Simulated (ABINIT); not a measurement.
# Beyond one shot: CaO (Lime), part 2 of 2

Aim: iterate the self-energy on CaO (Lime) and follow the gap from cycle to cycle.

ABINIT 10.8.3; PBE and many-body steps on it, plane waves. Known limits of the many-body steps: not at the basis limit; coarse k mesh.

So far. Step 17 (QSGW, cycle 5): Against the cycle before, the gap moves by −0.095 eV.

## (20) QSGW, cycle 6

This step: QSGW on PBE, plane waves, norm-conserving pseudopotentials.

Contents of run.abi:

```
acell 3*1.0 Angstrom
rprim 
  -0.000000000000 2.406500000000 2.406500000000
  2.406500000000 -0.000000000000 2.406500000000
  2.406500000000 2.406500000000 -0.000000000000
ntypat 2
znucl 20 8
natom 2
typat 1 2
xred 
  0.000000000000 0.000000000000 0.000000000000
  0.500000000000 0.500000000000 0.500000000000
pp_dirpath "pseudos"
pseudos "Ca.upf, O.upf"
ecut 36
ngkpt 4 4 4
nshiftk 1
shiftk 0 0 0
kptopt 1
chksymbreak 0
istwfk *1
occopt 1
irdwfk 1
optdriver 4
nband 136
gwcalctyp 28
ecutsigx 36
symsigma 0
nkptgw 8
kptgw 
  0.0000000000 0.0000000000 0.0000000000
  0.2500000000 0.0000000000 0.0000000000
  0.5000000000 0.0000000000 0.0000000000
  0.2500000000 0.2500000000 0.0000000000
  0.5000000000 0.2500000000 0.0000000000
  -0.2500000000 0.2500000000 0.0000000000
  0.5000000000 0.5000000000 0.0000000000
  -0.2500000000 0.5000000000 0.2500000000
bdgw 
  1 14
  1 14
  1 14
  1 14
  1 14
  1 14
  1 14
  1 14
ecuteps 8
irdscr 1
ppmodel 1
irdqps 1
rhoqpmix 0.3
indata_prefix "in"
outdata_prefix "out"
tmpdata_prefix "tmp"
```

Command:

```sh
OMP_NUM_THREADS=1 mpirun -n 8 abinit run.abi > log
```

Wall time 2.9 min (8 MPI ranks of Arm Neoverse N1, shared host); peak memory 1.6 GiB.

Numbers from this step:

```
quasiparticle gap on the mesh                         : 6.866 eV
gap of the density functional on the mesh             : 3.662 eV
k of the valence top                                  : 0, 0, 0
k of the conduction bottom                            : 0.5, 0.5, 0
least direct quasiparticle gap on the computed points : 7.143 eV
```

Against the cycle before, the gap moves by −0.059 eV.

## (21) Screening, 4×4×4 mesh, 136 bands, screening to 217.7 eV

This step: RPA screening on PBE, plane waves, norm-conserving pseudopotentials.

Contents of run.abi:

```
acell 3*1.0 Angstrom
rprim 
  -0.000000000000 2.406500000000 2.406500000000
  2.406500000000 -0.000000000000 2.406500000000
  2.406500000000 2.406500000000 -0.000000000000
ntypat 2
znucl 20 8
natom 2
typat 1 2
xred 
  0.000000000000 0.000000000000 0.000000000000
  0.500000000000 0.500000000000 0.500000000000
pp_dirpath "pseudos"
pseudos "Ca.upf, O.upf"
ecut 36
ngkpt 4 4 4
nshiftk 1
shiftk 0 0 0
kptopt 1
chksymbreak 0
istwfk *1
occopt 1
irdwfk 1
optdriver 3
nband 136
ecuteps 8
inclvkb 2
awtr 1
symchi 1
gwcalctyp 28
mbpt_sciss 3.546 eV
nqptdm 1
qptdm 
  0 0 0
indata_prefix "in"
outdata_prefix "out"
tmpdata_prefix "tmp"
```

It took 5.3 s on 8 MPI ranks; peak memory 0.65 GiB.

Numbers from this step:

| Item | Value |
| --- | --- |
| ε∞ with local fields, on this mesh, along the program's q direction | 2.925 |
| the same without local fields | 3.163 |
| plasma frequency | 28.13 eV |
| plane waves in the screening matrix | 181 |

This screening uses the functional's bands under a rigid shift, the mean opening of the cycle before.

## (22) Screening, 4×4×4 mesh, 136 bands, screening to 217.7 eV

This step: RPA screening on PBE from quasiparticle energies and orbitals, plane waves, norm-conserving pseudopotentials.

Changes to run.abi since step 21:

```diff
@@ -29,7 +29,13 @@
 symchi 1
+irdqps 1
 gwcalctyp 28
-mbpt_sciss 3.546 eV
-nqptdm 1
+nqptdm 7
 qptdm 
-  0 0 0
+  0.2500000000 0.0000000000 0.0000000000
+  0.5000000000 0.0000000000 0.0000000000
+  0.2500000000 0.2500000000 0.0000000000
+  0.5000000000 0.2500000000 0.0000000000
+  -0.2500000000 0.2500000000 0.0000000000
+  0.5000000000 0.5000000000 0.0000000000
+  -0.2500000000 0.5000000000 0.2500000000
 indata_prefix "in"
```

Contents of mrgscr.stdin:

```
2
merged
q0_SCR
out_SCR
1
```

Command:

```sh
OMP_NUM_THREADS=1 mpirun -n 8 abinit run.abi > log; mrgscr < mrgscr.stdin
```

The job ended after 24 s (8 MPI ranks; peak memory 0.97 GiB).

This step gave:

| Item | Value |
| --- | --- |
| plasma frequency | 28.13 eV |
| plane waves in the screening matrix | 181 |

This screening reads the quasiparticle levels of the cycle before.

## (23) QSGW, cycle 7

This step: QSGW on PBE, plane waves, norm-conserving pseudopotentials.

Changes to run.abi since step 22:

```diff
@@ -23,12 +23,10 @@
 irdwfk 1
-optdriver 3
+optdriver 4
 nband 136
-ecuteps 8
-inclvkb 2
-awtr 1
-symchi 1
-irdqps 1
 gwcalctyp 28
-nqptdm 7
-qptdm 
+ecutsigx 36
+symsigma 0
+nkptgw 8
+kptgw 
+  0.0000000000 0.0000000000 0.0000000000
   0.2500000000 0.0000000000 0.0000000000
@@ -40,2 +38,16 @@
   -0.2500000000 0.5000000000 0.2500000000
+bdgw 
+  1 14
+  1 14
+  1 14
+  1 14
+  1 14
+  1 14
+  1 14
+  1 14
+ecuteps 8
+irdscr 1
+ppmodel 1
+irdqps 1
+rhoqpmix 0.3
 indata_prefix "in"
```

Command:

```sh
OMP_NUM_THREADS=1 mpirun -n 8 abinit run.abi > log
```

It took 3.2 min on 8 MPI ranks; peak memory 1.6 GiB.

Numbers from this step:

| Quantity | Value |
| --- | --- |
| quasiparticle gap on the mesh | 6.852 eV |
| gap of the density functional on the mesh | 3.662 eV |
| k of the valence top | 0, 0, 0 |
| k of the conduction bottom | 0.5, 0.5, 0 |
| least direct quasiparticle gap on the computed points | 7.128 eV |

Against the cycle before, the gap moves by −0.014 eV.

## (24) The runs together

Times are wall times on 8 MPI ranks of Arm Neoverse N1, shared host, good to a factor of about two. A run's time includes the screening step that it read.

```
          run   mesh  bands  screening cutoff (eV)  DFT gap (eV)  gap on the mesh (eV)  direct (eV)  ε∞ used     time
         G0W0  4×4×4    136                  217.7         3.662                 5.788        6.206     3.67     41 s
QSGW, cycle 1  4×4×4    136                  217.7         3.662                 6.260        6.572     3.67  4.2 min
QSGW, cycle 2  4×4×4    136                  217.7         3.662                 6.916        7.135     3.02  4.2 min
QSGW, cycle 3  4×4×4    136                  217.7         3.662                 7.079        7.298     2.92  4.1 min
QSGW, cycle 4  4×4×4    136                  217.7         3.662                 7.020        7.273     2.90  3.3 min
QSGW, cycle 5  4×4×4    136                  217.7         3.662                 6.925        7.197     2.91  3.2 min
QSGW, cycle 6  4×4×4    136                  217.7         3.662                 6.866        7.143     2.92  3.3 min
QSGW, cycle 7  4×4×4    136                  217.7         3.662                 6.852        7.128     2.93  3.7 min
```

## (25) Summary of results

```json
{
  "G0W0": "5.788 eV",
  "QSGW, cycle 1": "6.260 eV",
  "QSGW, cycle 2": "6.916 eV",
  "QSGW, cycle 3": "7.079 eV",
  "QSGW, cycle 4": "7.020 eV",
  "QSGW, cycle 5": "6.925 eV",
  "QSGW, cycle 6": "6.866 eV",
  "QSGW, cycle 7": "6.852 eV",
  "known limits": "not at the basis limit; coarse k mesh"
}
```

What this shows: Only the bands that the input lists are updated; the others, empty or deep, keep the functional's energies or take a rigid shift. QSGW ends at 6.85 eV, +1.06 eV from G0W0, after 7 cycles that took 26 min beside the first screening; the last moved the gap by 0.014 eV. Bands and cutoff are finite, so the gap is not at the basis limit. The miss can reach some tenths of an eV and take either sign; the mesh is an error of its own. The 4×4×4 mesh is coarse for this cell, which bears on the long-range parts of exchange and screening. In the updated screening the q = 0 part is built from Kohn-Sham bands under a rigid shift, the other q from the quasiparticle levels.

[Paths, hosts, dates, memory and timing lines, banners, echoed tables and standing remarks are left out of the program output.]

[Logs are printed without paths, hosts, clocks, repeated set-up lines and the standing remarks that a program may print on its own settings, such as how far it seeks lower states.]

[Runs of the session that timed out or met a known fault of the program may be left out.]

[Hosts, paths, dates, database ids (printed as entryN), source tags and the programs' standing remarks are cut or masked in the printed files.]

[G0W0 gaps are taken among the corrected bands and points alone; a level outside them can change the order at an edge.]

[Where Ansatz stands beside ABINIT at settings called matched, ABINIT's density can come from a denser mesh and the files from another edition; pairs whose starting gaps differed by over 0.03 eV were left out, so agreement reads better than it is.]
